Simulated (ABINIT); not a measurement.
# Completion of the band sum in GW: BaH2 (P6_3/mmc), part 2 of 2

Aim: few bands, with and without a completion of the sum over empty states, for BaH2 (P6_3/mmc).

ABINIT 10.8.3; PBEsol and many-body steps on it, plane waves. Known limits of the many-body steps: short of the basis limit; no spin-orbit coupling; coarse k mesh.

So far. Step 3 (Screening, 3×3×2 mesh, 323 bands, screening to 190.5 eV): Local fields lower ε∞ by 10 %. On a Γ-centred mesh this coarse the value itself is usually too large, while a short band sum pulls it down. Step 4 (323 bands): The gap on the mesh goes from 1.47 eV to 3.05 eV, a correction of +1.58 eV.

### Step 6. 39 bands

This step: G0W0 on PBEsol, plane waves, norm-conserving pseudopotentials.

run.abi

```
acell 3*1.0 Angstrom
rprim 
  4.462025052349 0.000000000014 0.000000000000
  -2.231012526186 3.864227047650 0.000000000000
  0.000000000000 0.000000000000 6.055292590000
ntypat 2
znucl 56 1
natom 6
typat 1 1 2 2 2 2
xred 
  0.666666666667 0.333333333333 0.750000000000
  0.333333333333 0.666666666667 0.250000000000
  0.333333333333 0.666666666667 0.750000000000
  0.666666666667 0.333333333333 0.250000000000
  -0.000000000000 -0.000000000000 0.500000000000
  -0.000000000000 -0.000000000000 0.000000000000
pp_dirpath "pseudos"
pseudos "Ba.upf, H.upf"
ecut 32
ngkpt 3 3 2
nshiftk 1
shiftk 0 0 0
kptopt 1
chksymbreak 0
istwfk *1
occopt 1
irdwfk 1
optdriver 4
nband 39
gwcalctyp 0
ecutsigx 32
symsigma 1
nkptgw 2
kptgw 
  0.0000000000 0.0000000000 0.0000000000
  0.3333333333 0.3333333333 0.5000000000
bdgw 
  11 14
  11 14
ecuteps 7
irdscr 1
ppmodel 1
indata_prefix "in"
outdata_prefix "out"
tmpdata_prefix "tmp"
```

Launch:

```
$ OMP_NUM_THREADS=1 mpirun -n 8 abinit run.abi > log
```

Log:

```text
.Version 10.8.3 of ABINIT. v10.8.2 released Aug 2026.

 Symmetries : space group P6_3/m m c (#194); Bravais hP (primitive hexag.)
[... echo of the input left out ...]
== DATASET  1 ==================================================================
-   mpi_nproc: 8, omp_nthreads: 1 (-1 if OMP is not activated)

--- !DatasetInfo
iteration_state: {dtset: 1, }
dimensions: {natom: 6, nkpt: 6, mband: 39, nsppol: 1, nspinor: 1, nspden: 1, mpw: 6126, }
cutoff_energies: {ecut:  32.0, pawecutdg:  -1.0, }
electrons: {nelect:   2.40000000E+01, charge:   0.00000000E+00, occopt:   1.00000000E+00, tsmear:   1.00000000E-02, }

 SIGMA: Calculation of the GW corrections

 Based on a program developped by R.W. Godby, V. Olevano, G. Onida, and L. Reining.
 Incorporated in ABINIT by V. Olevano, G.-M. Rignanese, and M. Torrent.
.Using double precision arithmetic ; gwpc =  8

[... cell and pseudopotentials left out ...]
--------------------------------------------------------------------------------

 ==== K-mesh for the wavefunctions ====
 Number of points in the irreducible wedge :     6
[... list of points left out ...]
 Together with 24 symmetry operations and time-reversal symmetry
 yields    18 points in the full Brillouin Zone.

 ==== Q-mesh for screening function ====
 Number of points in the irreducible wedge :     6
[... list of points left out ...]
 Together with 24 symmetry operations and time-reversal symmetry
 yields    18 points in the full Brillouin Zone.

 vcoul_init : cutoff-mode = AUXILIARY_FUNCTION
 q-points for optical limit:   1
     1)      0.000010    0.000020    0.000030
 setmesh: FFT mesh size selected  =    40x   40x   60
          total number of points  =        96000

 Number of electrons calculated from density =   24.0000; Expected =   24.0000
[...]
number of omega for Sigma on real axis              0
 max omega for Sigma on real axis  [eV]           0.00
 zcut for avoiding poles [eV]                     0.10

 EPSILON^-1 parameters (SCR file):
 dimension of the eps^-1 matrix on file            601
 dimension of the eps^-1 matrix used               601
 number of plane-waves for wavefunctions          6089
 number of bands                                    39
 number of q-points in IBZ                           6
 number of frequencies                               2
 number of real frequencies                          1
 number of imag frequencies                          1

 matrix elements of self-energy operator (all in [eV])

 Perturbative Calculation

--- !SelfEnergy_ee
iteration_state: {dtset: 1, }
kpoint     : [   0.000,    0.000,    0.000, ]
spin       : 1
KS_gap     :    2.726
QP_gap     :    4.317
Delta_QP_KS:    1.591
data: !SigmaeeData |
     Band     E0 <VxcDFT>   SigX SigC(E0)      Z dSigC/dE  Sig(E)    E-E0       E
       11   3.623 -10.601 -13.543   2.614   0.777  -0.287 -10.855  -0.254   3.369
       12   4.131 -10.778 -13.538   2.515   0.780  -0.282 -10.970  -0.192   3.940
       13   6.857  -9.229  -4.726  -2.804   0.824  -0.213  -7.829   1.400   8.256
[...]
--- !SelfEnergy_ee
iteration_state: {dtset: 1, }
kpoint     : [   0.333,    0.333,    0.500, ]
spin       : 1
KS_gap     :    3.017
QP_gap     :    4.575
Delta_QP_KS:    1.558
data: !SigmaeeData |
     Band     E0 <VxcDFT>   SigX SigC(E0)      Z dSigC/dE  Sig(E)    E-E0       E
[...]
13   5.605  -8.695  -4.279  -2.922   0.824  -0.214  -7.465   1.230   6.835
       14   5.605  -8.695  -4.279  -2.922   0.824  -0.214  -7.465   1.230   6.835

== END DATASET(S) ==============================================================
================================================================================

 -outvars: echo values of variables after computation  --------
           etotal      0.0000000000E+00
            nband          39
             nkpt           6
          spgroup         194
 [... the other variables as echoed above ...]

 Calculation completed.
```

Wall time 6.8 s (8 MPI ranks of Intel Xeon Platinum 8488C (Sapphire Rapids), shared host); peak memory 2.1 GiB; 53 s of CPU time.

Read from the output:

| Item | Value |
| --- | --- |
| G0W0 gap on the mesh | 2.895 eV |
| starting gap on the mesh | 1.473 eV |
| k of the valence top | 0, 0, 0 |
| k of the conduction bottom | 0.3333, 0.3333, 0.5 |
| Z at the valence top | 0.78 |
| Z at the conduction bottom | 0.824 |
| least direct G0W0 gap on the computed points | 4.316 eV |

Against G0W0 in ABINIT (3×3×2 mesh, 323 bands, screening to 190.5 eV, Godby-Needs plasmon pole), the gap moves by −0.159 eV.

### Step 7. Screening, 3×3×2 mesh, 39 bands, screening to 190.5 eV

This step: RPA screening on PBEsol, plane waves, norm-conserving pseudopotentials.

Edit run.abi of step 6 so:

```diff
@@ -27,17 +27,10 @@
 irdwfk 1
-optdriver 4
+optdriver 3
 nband 39
-gwcalctyp 0
-ecutsigx 32
-symsigma 1
-nkptgw 2
-kptgw 
-  0.0000000000 0.0000000000 0.0000000000
-  0.3333333333 0.3333333333 0.5000000000
-bdgw 
-  11 14
-  11 14
 ecuteps 7
-irdscr 1
-ppmodel 1
+inclvkb 2
+awtr 1
+symchi 1
+gwcomp 1
+gwencomp 3
 indata_prefix "in"
```

Log:

```text
.Version 10.8.3 of ABINIT. v10.8.2 released Aug 2026.

 Symmetries : space group P6_3/m m c (#194); Bravais hP (primitive hexag.)
[... echo of the input left out ...]
== DATASET  1 ==================================================================
-   mpi_nproc: 8, omp_nthreads: 1 (-1 if OMP is not activated)

--- !DatasetInfo
iteration_state: {dtset: 1, }
dimensions: {natom: 6, nkpt: 6, mband: 39, nsppol: 1, nspinor: 1, nspden: 1, mpw: 6126, }
cutoff_energies: {ecut:  32.0, pawecutdg:  -1.0, }
[...]
--------------------------------------------------------------------------------
[... chi0 elements left out ...]
 For q-point:  0.000010 0.000020 0.000030
  dielectric constant =   5.8298
  dielectric constant without local fields =   6.4808

  Average fulfillment of the sum rule on Im[epsilon] for q-point    1 :    185.24  [%]
[... wings left out ...]
  q-point number  2        q = ( 0.333333, 0.000000, 0.000000) [r.l.u.]
--------------------------------------------------------------------------------
[... chi0 elements left out ...]
  Average fulfillment of the sum rule on Im[epsilon] for q-point    2 :    166.71  [%]

 [... 4 further q-points ...]
```

It took 26 s on 8 MPI ranks; peak memory 1.9 GiB; 3.5 min of CPU time.

Read from the output:

- ε∞ with local fields, on this mesh: 5.830
- ε∞ without local fields, on this mesh: 6.481
- plasma frequency: 17.80 eV
- plane waves in the screening matrix: 601

### Step 8. 39 bands, completed

This step: G0W0 on PBEsol, plane waves, norm-conserving pseudopotentials.

Edit run.abi of step 7 so:

```diff
@@ -27,8 +27,17 @@
 irdwfk 1
-optdriver 3
+optdriver 4
 nband 39
+gwcalctyp 0
+ecutsigx 32
+symsigma 1
+nkptgw 2
+kptgw 
+  0.0000000000 0.0000000000 0.0000000000
+  0.3333333333 0.3333333333 0.5000000000
+bdgw 
+  11 14
+  11 14
 ecuteps 7
-inclvkb 2
-awtr 1
-symchi 1
+irdscr 1
+ppmodel 1
 gwcomp 1
```

Log:

```text
.Version 10.8.3 of ABINIT. v10.8.2 released Aug 2026.

 Symmetries : space group P6_3/m m c (#194); Bravais hP (primitive hexag.)
[... echo of the input left out ...]
== DATASET  1 ==================================================================
-   mpi_nproc: 8, omp_nthreads: 1 (-1 if OMP is not activated)

--- !DatasetInfo
iteration_state: {dtset: 1, }
dimensions: {natom: 6, nkpt: 6, mband: 39, nsppol: 1, nspinor: 1, nspden: 1, mpw: 6126, }
cutoff_energies: {ecut:  32.0, pawecutdg:  -1.0, }
[...]
Band     E0 <VxcDFT>   SigX SigC(E0)      Z dSigC/dE  Sig(E)    E-E0       E
[...]
13   5.605  -8.695  -4.279  -3.343   0.823  -0.215  -7.812   0.883   6.488
       14   5.605  -8.695  -4.279  -3.343   0.823  -0.215  -7.812   0.883   6.488

== END DATASET(S) ==============================================================
================================================================================

 -outvars: echo values of variables after computation  --------
           etotal      0.0000000000E+00
            nband          39
             nkpt           6
          spgroup         194
 [... the other variables as echoed above ...]

 Calculation completed.
```

Run time: 7.3 s. Hardware: 8 MPI ranks; peak memory 2.1 GiB.

Read from the output:

- G0W0 gap on the mesh: 2.967 eV
- starting gap on the mesh: 1.473 eV
- k of the valence top: 0, 0, 0
- k of the conduction bottom: 0.3333, 0.3333, 0.5
- least direct G0W0 gap on the computed points: 4.333 eV

Against G0W0 in ABINIT (3×3×2 mesh, 323 bands, screening to 190.5 eV, Godby-Needs plasmon pole), the gap moves by −0.087 eV.

### Step 9. Screening, 3×3×2 mesh, 122 bands, screening to 190.5 eV

This step: RPA screening on PBEsol, plane waves, norm-conserving pseudopotentials.

Edit run.abi of step 8 so:

```diff
@@ -27,19 +27,8 @@
 irdwfk 1
-optdriver 4
-nband 39
-gwcalctyp 0
-ecutsigx 32
-symsigma 1
-nkptgw 2
-kptgw 
-  0.0000000000 0.0000000000 0.0000000000
-  0.3333333333 0.3333333333 0.5000000000
-bdgw 
-  11 14
-  11 14
+optdriver 3
+nband 122
 ecuteps 7
-irdscr 1
-ppmodel 1
-gwcomp 1
-gwencomp 3
+inclvkb 2
+awtr 1
+symchi 1
 indata_prefix "in"
```

Log:

```text
.Version 10.8.3 of ABINIT. v10.8.2 released Aug 2026.

 Symmetries : space group P6_3/m m c (#194); Bravais hP (primitive hexag.)
[... echo of the input left out ...]
== DATASET  1 ==================================================================
-   mpi_nproc: 8, omp_nthreads: 1 (-1 if OMP is not activated)

--- !DatasetInfo
iteration_state: {dtset: 1, }
dimensions: {natom: 6, nkpt: 6, mband: 122, nsppol: 1, nspinor: 1, nspden: 1, mpw: 6126, }
cutoff_energies: {ecut:  32.0, pawecutdg:  -1.0, }
[...]
--------------------------------------------------------------------------------
[... chi0 elements left out ...]
 For q-point:  0.000010 0.000020 0.000030
  dielectric constant =   5.8371
  dielectric constant without local fields =   6.5035

  Average fulfillment of the sum rule on Im[epsilon] for q-point    1 :     87.46  [%]
[... wings left out ...]
  q-point number  2        q = ( 0.333333, 0.000000, 0.000000) [r.l.u.]
--------------------------------------------------------------------------------
[... chi0 elements left out ...]
  Average fulfillment of the sum rule on Im[epsilon] for q-point    2 :     93.49  [%]

 [... 4 further q-points ...]
```

It took 19 s on 8 MPI ranks; peak memory 2.2 GiB; 2.5 min of CPU time.

Read from the output:

```yaml
eps_infinity_with_local_fields_on_this_mesh: 5.837
eps_infinity_without_local_fields_on_this_mesh: 6.503
plasma_frequency: 17.80 eV
plane_waves_in_the_screening_matrix: 601
```

### Step 10. 122 bands

This step: G0W0 on PBEsol, plane waves, norm-conserving pseudopotentials.

Edit run.abi of step 9 so:

```diff
@@ -27,8 +27,17 @@
 irdwfk 1
-optdriver 3
+optdriver 4
 nband 122
+gwcalctyp 0
+ecutsigx 32
+symsigma 1
+nkptgw 2
+kptgw 
+  0.0000000000 0.0000000000 0.0000000000
+  0.3333333333 0.3333333333 0.5000000000
+bdgw 
+  11 14
+  11 14
 ecuteps 7
-inclvkb 2
-awtr 1
-symchi 1
+irdscr 1
+ppmodel 1
 indata_prefix "in"
```

Log:

```text
.Version 10.8.3 of ABINIT. v10.8.2 released Aug 2026.

 Symmetries : space group P6_3/m m c (#194); Bravais hP (primitive hexag.)
[... echo of the input left out ...]
== DATASET  1 ==================================================================
-   mpi_nproc: 8, omp_nthreads: 1 (-1 if OMP is not activated)

--- !DatasetInfo
iteration_state: {dtset: 1, }
dimensions: {natom: 6, nkpt: 6, mband: 122, nsppol: 1, nspinor: 1, nspden: 1, mpw: 6126, }
cutoff_energies: {ecut:  32.0, pawecutdg:  -1.0, }
[...]
Band     E0 <VxcDFT>   SigX SigC(E0)      Z dSigC/dE  Sig(E)    E-E0       E
[...]
13   5.605  -8.695  -4.279  -3.574   0.815  -0.228  -8.010   0.685   6.290
       14   5.605  -8.695  -4.279  -3.574   0.815  -0.228  -8.010   0.685   6.290

== END DATASET(S) ==============================================================
================================================================================

 -outvars: echo values of variables after computation  --------
           etotal      0.0000000000E+00
            nband         122
             nkpt           6
          spgroup         194
 [... the other variables as echoed above ...]

 Calculation completed.
```

Run time: 15 s. Hardware: 8 MPI ranks; peak memory 2.6 GiB.

This step gave:

* G0W0 gap on the mesh: 3.004 eV
* starting gap on the mesh: 1.473 eV
* k of the valence top: 0, 0, 0
* k of the conduction bottom: 0.3333, 0.3333, 0.5
* least direct G0W0 gap on the computed points: 4.322 eV

Against G0W0 in ABINIT (3×3×2 mesh, 323 bands, screening to 190.5 eV, Godby-Needs plasmon pole), the gap moves by −0.050 eV.

### Step 11. Screening, 3×3×2 mesh, 122 bands, screening to 190.5 eV

This step: RPA screening on PBEsol, plane waves, norm-conserving pseudopotentials.

Edit run.abi of step 10 so:

```diff
@@ -27,17 +27,10 @@
 irdwfk 1
-optdriver 4
+optdriver 3
 nband 122
-gwcalctyp 0
-ecutsigx 32
-symsigma 1
-nkptgw 2
-kptgw 
-  0.0000000000 0.0000000000 0.0000000000
-  0.3333333333 0.3333333333 0.5000000000
-bdgw 
-  11 14
-  11 14
 ecuteps 7
-irdscr 1
-ppmodel 1
+inclvkb 2
+awtr 1
+symchi 1
+gwcomp 1
+gwencomp 1.5
 indata_prefix "in"
```

Log:

```text
.Version 10.8.3 of ABINIT. v10.8.2 released Aug 2026.

 Symmetries : space group P6_3/m m c (#194); Bravais hP (primitive hexag.)
[... echo of the input left out ...]
== DATASET  1 ==================================================================
-   mpi_nproc: 8, omp_nthreads: 1 (-1 if OMP is not activated)

--- !DatasetInfo
iteration_state: {dtset: 1, }
dimensions: {natom: 6, nkpt: 6, mband: 122, nsppol: 1, nspinor: 1, nspden: 1, mpw: 6126, }
cutoff_energies: {ecut:  32.0, pawecutdg:  -1.0, }
[...]
--------------------------------------------------------------------------------
[... chi0 elements left out ...]
 For q-point:  0.000010 0.000020 0.000030
  dielectric constant =   5.8427
  dielectric constant without local fields =   6.5035

  Average fulfillment of the sum rule on Im[epsilon] for q-point    1 :    107.07  [%]
[... wings left out ...]
  q-point number  2        q = ( 0.333333, 0.000000, 0.000000) [r.l.u.]
--------------------------------------------------------------------------------
[... chi0 elements left out ...]
  Average fulfillment of the sum rule on Im[epsilon] for q-point    2 :    107.80  [%]

 [... 4 further q-points ...]
```

Run time: 28 s. Hardware: 8 MPI ranks; peak memory 2.2 GiB; 3.7 min of CPU time.

Numbers from this step:

```yaml
eps_infinity_with_local_fields_on_this_mesh: 5.843
eps_infinity_without_local_fields_on_this_mesh: 6.503
plasma_frequency: 17.80 eV
plane_waves_in_the_screening_matrix: 601
```

### Step 12. 122 bands, completed

This step: G0W0 on PBEsol, plane waves, norm-conserving pseudopotentials.

Edit run.abi of step 11 so:

```diff
@@ -27,8 +27,17 @@
 irdwfk 1
-optdriver 3
+optdriver 4
 nband 122
+gwcalctyp 0
+ecutsigx 32
+symsigma 1
+nkptgw 2
+kptgw 
+  0.0000000000 0.0000000000 0.0000000000
+  0.3333333333 0.3333333333 0.5000000000
+bdgw 
+  11 14
+  11 14
 ecuteps 7
-inclvkb 2
-awtr 1
-symchi 1
+irdscr 1
+ppmodel 1
 gwcomp 1
```

Log:

```text
.Version 10.8.3 of ABINIT. v10.8.2 released Aug 2026.

 Symmetries : space group P6_3/m m c (#194); Bravais hP (primitive hexag.)
[... echo of the input left out ...]
== DATASET  1 ==================================================================
-   mpi_nproc: 8, omp_nthreads: 1 (-1 if OMP is not activated)

--- !DatasetInfo
iteration_state: {dtset: 1, }
dimensions: {natom: 6, nkpt: 6, mband: 122, nsppol: 1, nspinor: 1, nspden: 1, mpw: 6126, }
cutoff_energies: {ecut:  32.0, pawecutdg:  -1.0, }
[...]
Band     E0 <VxcDFT>   SigX SigC(E0)      Z dSigC/dE  Sig(E)    E-E0       E
[...]
13   5.605  -8.695  -4.279  -3.839   0.814  -0.228  -8.226   0.469   6.073
       14   5.605  -8.695  -4.279  -3.839   0.814  -0.228  -8.226   0.469   6.073

== END DATASET(S) ==============================================================
================================================================================

 -outvars: echo values of variables after computation  --------
           etotal      0.0000000000E+00
            nband         122
             nkpt           6
          spgroup         194
 [... the other variables as echoed above ...]

 Calculation completed.
```

Wall time 17 s (8 MPI ranks); peak memory 2.6 GiB.

This step gave:

```yaml
g0w0_gap_on_the_mesh: 3.043 eV
starting_gap_on_the_mesh: 1.473 eV
k_of_the_valence_top: 0, 0, 0
k_of_the_conduction_bottom: 0.3333, 0.3333, 0.5
least_direct_g0w0_gap_on_the_computed_points: 4.332 eV
```

Against G0W0 in ABINIT (3×3×2 mesh, 323 bands, screening to 190.5 eV, Godby-Needs plasmon pole), the gap moves by −0.011 eV.

### Step 13. The runs together

Times are wall times on 8 MPI ranks of Intel Xeon Platinum 8488C (Sapphire Rapids), shared host, good to a factor of about two. A run's time includes the screening step that it read.

| run | mesh | bands | screening cutoff (eV) | DFT gap (eV) | gap on the mesh (eV) | direct (eV) | ε∞ used | time |
| --- | --- | --- | --- | --- | --- | --- | --- | --- |
| 323 bands | 3×3×2 | 323 | 190.5 | 1.473 | 3.054 | 4.349 | 5.84 | 80 s |
| 39 bands | 3×3×2 | 39 | 190.5 | 1.473 | 2.895 | 4.316 | 5.80 | 14 s |
| 39 bands, completed | 3×3×2 | 39 | 190.5 | 1.473 | 2.967 | 4.333 | 5.83 | 34 s |
| 122 bands | 3×3×2 | 122 | 190.5 | 1.473 | 3.004 | 4.322 | 5.84 | 35 s |
| 122 bands, completed | 3×3×2 | 122 | 190.5 | 1.473 | 3.043 | 4.332 | 5.84 | 44 s |

### Step 14. What came out

- 323 bands: 3.054 eV
- 39 bands: 2.895 eV
- 39 bands, completed: 2.967 eV
- 122 bands: 3.004 eV
- 122 bands, completed: 3.043 eV

39 bands: −0.159 eV against 323 bands. 39 bands, completed: −0.087 eV against 323 bands. 122 bands: −0.050 eV against 323 bands. 122 bands, completed: −0.011 eV against 323 bands. The row with most bands is itself short of the limit, so it is no exact reference, and agreement of a truncated run with it can be a cancellation between the edges. The 3×3×2 mesh is coarse for this cell, which bears on the long-range parts of exchange and screening. The many-body steps are scalar-relativistic: spin-orbit coupling is not in them.

[Long decimals in the printed logs are rounded to 6 places.]

[Logs are printed without paths, hosts, clocks, repeated set-up lines and the standing remarks that a program may print on its own settings, such as how far it seeks lower states.]

[Paths, hosts, dates, memory and timing lines, banners, echoed tables and standing remarks are left out of the program output; an Ansatz launch command may be rebuilt from the run's recorded settings. Measured values are a selection of at most five: reports struck by readers or far from the other reports are left out. None is set beside runs whose start may be inverted or whose files or cutoffs have a known fault.]

[Runs of the session that timed out or met a known fault of the program may be left out.]

[Hosts, paths, dates, database ids (printed as entryN), source tags and the programs' standing remarks are cut or masked in the printed files.]

[G0W0 gaps are taken among the corrected bands and points alone; a level outside them can change the order at an edge.]

[Where Ansatz stands beside ABINIT at settings called matched, ABINIT's density can come from a denser mesh and the files from another edition; pairs whose starting gaps differed by over 0.03 eV were left out, so agreement reads better than it is.]
